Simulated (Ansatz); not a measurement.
# How Cu(111) screens a field, part 2 of 2

Wanted: the response of a Cu(111) slab to a perpendicular field.

Ansatz 0.2.0; plane-wave DFT, PBE, Ansatz PAW.

So far. Step 9 (Atoms held, field 0.4 V/Å): The dipole is 0.170 e·Å.

## (10) The response

This step: plane-wave DFT, PBE, Ansatz PAW; screening of a field by a metal slab (Ansatz 0.2.0).

The dipoles give the slope, and the difference of two potentials shows where the field is screened.

This step gave:

```
equivalent conductor thickness p/(ε₀AE)      : 13.61 Å
distance between the outer atoms             : 10.42 Å
inner field over outer field                 : -0.001004
image plane, upper face                      : 1.594 Å
induced electrons on the upper face over ε₀E : -0.9998
image plane, lower face                      : 1.594 Å
induced electrons on the lower face over ε₀E : 0.9998
```

The dipole of the cell by applied field:

| applied field (V/Å) | dipole of the cell (e·Å) |
| --- | --- |
| -0.200 | -0.0849 |
| -0.100 | -0.0424 |
| -0.050 | -0.0212 |
| 0.000 | 0 |
| 0.050 | 0.0212 |
| 0.100 | 0.0424 |
| 0.200 | 0.0849 |
| 0.400 | 0.170 |

Local field over the applied field, running mean. From the potentials at -0.05 and 0.05 V/Å; running mean over 2.084 Å. Local field over applied field against z:

| z (Å) | local field over applied field |
| --- | --- |
| 5 | 0.989 |
| 6 | 0.936 |
| 7 | 0.704 |
| 8 | 0.272 |
| 9 | 0.00983 |
| 10 | -8.8e-4 |
| 11 | 1.0e-4 |
| 12 | -6.6e-4 |
| 13 | -5.6e-4 |
| 14 | -9.7e-4 |
| 15 | -0.00107 |
| 16 | 1.5e-4 |
| 17 | -0.00224 |
| 18 | 0.00200 |
| 19 | -0.00908 |
| 20 | 0.126 |
| 21 | 0.525 |
| 22 | 0.871 |
| 23 | 0.977 |
| 24 | 0.997 |

Electrons, planar mean, per unit field. Table of induced electron density by z:

z (Å), induced electron density (e/Å³ per V/Å) and a bar from the least value:
```
        5    0.00006 ##############
        6    0.00039 ###############
        7    0.00192 ######################
        8    0.00384 ##############################
        9   -0.00040 ############
       10    0.00004 ##############
       11   -0.00010 #############
       12    0.00000 ##############
       13   -0.00002 #############
       14   -0.00001 #############
       15    0.00001 ##############
       16   -0.00006 #############
       17    0.00011 ##############
       18   -0.00034 ############
       19    0.00033 ###############
       20   -0.00164 ######
       21   -0.00313 
       22   -0.00079 ##########
       23   -0.00014 #############
       24   -0.00002 #############
```

By hand: between -0.05 and 0.05 V/Å the dipole changes by 0.04244 e·Å, a slope of 0.4244 e·Å²/V. A perfect conductor of thickness t has p = ε₀AEt, so t = 180.95 × 0.4244 / 5.643 = 13.61 Å (e/ε₀ = 180.95 V·Å, A in Å²). Less the 10.42 Å between the outer atoms, and halved, that puts each image plane 1.59 Å out.

The induced dipole is that of a conductor 13.61 Å thick.

## (11) Varying the input

This step: plane-wave DFT, PBE, Ansatz PAW (Ansatz 0.2.0).

A run with a changed input: it repeats the earlier run at 0.05 V/Å with efield.amplitude from 0.05 to -0.3 and efield.dipole_correction from true to false.

input.yaml reads:

```yaml
crystal:
  lattice:
    - [2.5526554801, 0.0, 0.0]
    - [1.27632774, 2.2106644929, 0.0]
    - [0.0, 0.0, 28.4211723589]
  atoms:
    - { symbol: Cu, position: [0.3333333333, 0.3333333333, 0.3166653327] }
    - { symbol: Cu, position: [0.6666666667, 0.6666666667, 0.3899991996] }
    - { symbol: Cu, position: [0.0, 0.0, 0.4633330665] }
    - { symbol: Cu, position: [0.3333333333, 0.3333333333, 0.5366669335] }
    - { symbol: Cu, position: [0.6666666667, 0.6666666667, 0.6100008004] }
    - { symbol: Cu, position: [0.0, 0.0, 0.6833346673] }
kpoints:
  mp_grid: { grid: [24, 24, 1] }
hamiltonian:
  xc: pbe
scf:
  occupations: { method: fermi_dirac, width: 0.1 }
  convergence: { dr2_threshold: 1.0e-10 }
efield:
  axis: 3
  dipole_correction: false
  ramp_position: 0.97
  ramp_width: 0.06
  amplitude: -0.3
output:
  forces: true
  write_potential: true
  write_density: true
  volumetric_format: npy
```

Run with:

```sh
ansatz run input.yaml --threads 4 --pin off --max-ram 6144MiB --backend cpu --events-out ev --progress --plain --runs-dir out
```

Log:

```text
[...]
Crystal: 6 atoms, lattice volume = 160.383 Å³
Basis set: ecut = 420 eV, 3197 PW (Γ), exchange–correlation on 36×36×384 points (8 copies of the dense FFT grid, shifted against one another)
Bands: 69, of which v1, the nominal top of the filled ones, is band 57 counted from 1 (56 counted from 0)
Symmetry: 6 space group operations
k-points: 61 of 576 (time reversal used)
[...]
SCF iter   1: F=—  HF=-39751.571093 eV  |F-HF|=—  |Δ(HF+E_count)|=         —  Δρ=5.64e-2  dr2=9.34e1  ethr=1.77e-3  p=0.001 e·Å  V_vac-E_F(+/−)=1.08/8.45 eV  ⟨swp⟩=8.3  Hψ=18418  notcnv=0  defer=129
[...]
SCF iter  18: F=-39750.174876 eV  HF=-39750.174876 eV  |F-HF|=4.87e-10  |Δ(HF+E_count)|=   4.13e-9  Δρ=9.47e-8  dr2=1.13e-11  ethr=1.00e-12  p=-0.245 e·Å  V_vac-E_F(+/−)=2.08/8.35 eV  ⟨swp⟩=7.8  Hψ=24009  notcnv=0
SCF 1 converged in 18 iterations: F = -39750.174876 eV  dr2 = 1.13e-11
[...]
SCF converged after 18 iterations
[...]
Free energy (F): -39750.174876 eV
[...]
Internal energy: -39750.108390 eV  (E = F + TS)
E sigma→0 (E₀):  -39750.141633 eV
Entropy (-TS):   -0.066485 eV (-11.081 meV/atom)
Fermi energy:    4.745119 eV
Dipole field:    D = -0.276433 V/Å  (p = -0.245011 e·Å, saw-weighted)
Work function:   not extracted (applied field tilts the vacuum); planar V_es + V_field profile in the machine report
[...]
--- Forces (eV/Å), atoms counted from 1 ---
  atom   1  Cu    -0.00000000     0.00000000    -0.00145787
  atom   2  Cu    -0.00000000     0.00000000    -0.05410978
  atom   3  Cu    -0.00000000    -0.00000000    -0.01617784
  atom   4  Cu     0.00000000     0.00000000     0.01252558
  atom   5  Cu     0.00000000    -0.00000000     0.04009522
  atom   6  Cu     0.00000000     0.00000000     0.01909250
  max |Σ_I F_I| component: 3.22e-5 eV/Å
--- Band table (eV; the first three rows and the last of 61) ---
  k-point 0: bands = [... 53 lower, 2.9155, 2.9155, 3.1174, 3.1174, 3.1659, 3.1659, 3.8602, 4.3739, ... 8 higher]
  k-point 1: bands = [... 53 lower, 2.9158, 2.9817, 3.0295, 3.1160, 3.1174, 3.1667, 4.0123, 4.5434, ... 8 higher]
  k-point 2: bands = [... 53 lower, 2.8428, 2.9162, 2.9288, 3.1173, 3.1689, 3.3094, 4.3431, 4.9519, ... 8 higher]
  k-point 60: bands = [... 53 lower, 3.1044, 8.0865, 8.1016, 8.1022, 8.4735, 8.4780, 9.0467, 9.2322, ... 8 higher]
```

The job ended after 40 s (4 threads of Arm Neoverse V1, shared host; peak memory 0.8 GiB; 2.6 min of CPU time).

| quantity | this run | earlier run | difference |
| --- | --- | --- | --- |
| dipole along the normal (e·Å) | -0.2450 | 0.02122 | -0.27 |

The applied field differs, and the slope found earlier predicts a dipole of -0.127 e·Å; this run gives -0.245 e·Å, 0.12 e·Å less.

With the dipole correction off, the periodic images add a field of their own to the typed one.

These numbers are not those of the isolated slab.

## (12) Varying the input: accuracy = "high"

Another changed input: it repeats the earlier run at 0.05 V/Å with accuracy to high; its output block differs too.

input.yaml, as its differences from that of step 11:

```diff
@@ -21,6 +21,6 @@
   axis: 3
-  dipole_correction: false
+  dipole_correction: true
   ramp_position: 0.97
   ramp_width: 0.06
-  amplitude: -0.3
+  amplitude: 0.05
 output:
@@ -30 +30,2 @@
   volumetric_format: npy
+accuracy: high
```

Log:

```text
[...]
Crystal: 6 atoms, lattice volume = 160.383 Å³
Basis set: ecut = 420 eV, 3197 PW (Γ), exchange–correlation on 40×40×432 points (8 copies of the dense FFT grid, shifted against one another)
Bands: 69, of which v1, the nominal top of the filled ones, is band 57 counted from 1 (56 counted from 0)
Symmetry: 6 space group operations
k-points: 61 of 576 (time reversal used)
[...]
SCF iter   1: F=—  HF=-39755.279281 eV  |F-HF|=—  |Δ(HF+E_count)|=         —  Δρ=1.69e-1  dr2=2.83e1  ethr=3.10e-3  p=0.021 e·Å  D=2.33e-2 V/Å  ΔV_dip=-0.66 eV  dr2_dipole=3.98e-4  V_vac-E_F(+/−)=4.66/4.02 eV  ⟨swp⟩=8.1  Hψ=18119  notcnv=0  defer=94
[...]
SCF iter  18: F=-39750.138713 eV  HF=-39750.138713 eV  |F-HF|=8.73e-11  |Δ(HF+E_count)|=   1.06e-9  Δρ=6.85e-8  dr2=5.96e-12  ethr=1.00e-12  p=0.021 e·Å  D=2.39e-2 V/Å  ΔV_dip=-0.68 eV  dr2_dipole=6.19e-13  V_vac-E_F(+/−)=5.11/4.49 eV  ⟨swp⟩=7.0  Hψ=21404  notcnv=0
SCF 1 converged in 18 iterations: F = -39750.138713 eV  dr2 = 5.96e-12
[...]
SCF converged after 18 iterations
[...]
Free energy (F): -39750.138713 eV
[...]
Internal energy: -39750.072195 eV  (E = F + TS)
E sigma→0 (E₀):  -39750.105454 eV
Entropy (-TS):   -0.066518 eV (-11.086 meV/atom)
Fermi energy:    4.763544 eV
Dipole field:    D = 0.023941 V/Å  (p = 0.021220 e·Å, saw-weighted, corrected)
Work function:   not extracted (applied field tilts the vacuum); planar V_es + V_field profile in the machine report
[...]
--- Forces (eV/Å), atoms counted from 1 ---
  atom   1  Cu    -0.00000000    -0.00000000    -0.00659412
  atom   2  Cu    -0.00000000     0.00000000    -0.04581630
  atom   3  Cu    -0.00000000    -0.00000000    -0.01416450
  atom   4  Cu     0.00000000     0.00000000     0.01448307
  atom   5  Cu     0.00000000    -0.00000000     0.04704187
  atom   6  Cu     0.00000000     0.00000000     0.00505335
  max |Σ_I F_I| component: 3.37e-6 eV/Å
--- Band table (eV; the first three rows and the last of 61) ---
  k-point 0: bands = [... 53 lower, 2.9338, 2.9338, 3.1356, 3.1356, 3.1840, 3.1840, 3.8969, 4.3754, ... 8 higher]
  k-point 1: bands = [... 53 lower, 2.9340, 3.0006, 3.0491, 3.1335, 3.1356, 3.1848, 4.0443, 4.5486, ... 8 higher]
  k-point 2: bands = [... 53 lower, 2.8635, 2.9345, 2.9445, 3.1356, 3.1870, 3.3280, 4.3706, 4.9624, ... 8 higher]
  k-point 60: bands = [... 53 lower, 3.1227, 8.1049, 8.1203, 8.1203, 8.4938, 8.4942, 9.0651, 9.2498, ... 8 higher]
```

Run time: 41 s. Hardware: 4 threads; peak memory 0.79 GiB; 2.7 min of CPU time.

This step gave:

```
energy at zero smearing : -39750.1055 eV
dipole along the normal : 0.02122 e·Å
```

| quantity | this run | earlier run | difference |
| --- | --- | --- | --- |
| dipole along the normal (e·Å) | 0.02122 | 0.02122 | -1.5e-6 |

The dipole moves by under 0.5 % or 5e-5 e·Å. The run took 18 SCF cycles against 17.

## (13) Results

| Item | Value |
| --- | --- |
| work function | 4.81 eV |
| image plane, upper face | 1.59 Å |
| induced electrons on the upper face over ε₀E | -1.000 |
| equivalent conductor thickness p/(ε₀AE) | 13.6 Å |
| inner field over outer field | -0.00100 |

In words: The induced charge has its centre 1.59 Å outside the outermost atoms; this is the plane from which a capacitor's gap or an image potential counts. The equivalent conductor thickness exceeds the distance between the outer atoms by 3.19 Å, about the sum of the two image-plane distances. In the middle of the slab the field is screened to under 0.5 % of its outer value. The atoms are held at bulk positions with the tabulated experimental lattice constant.

[Long decimals in the printed logs are rounded to 6 places.]

[Logs are printed without paths, hosts, clocks, repeated set-up lines and the standing remarks that a program may print on its own settings, such as how far it seeks lower states.]

[Hosts, paths, dates, database ids (printed as entryN), source tags and the programs' standing remarks are cut or masked in the printed files.]

[Maps of the electrostatic potential energy from Ansatz leave out the sawtooth potential of an applied field or a dipole correction, so their vacuum need not be flat; planar profiles and work functions include it.]
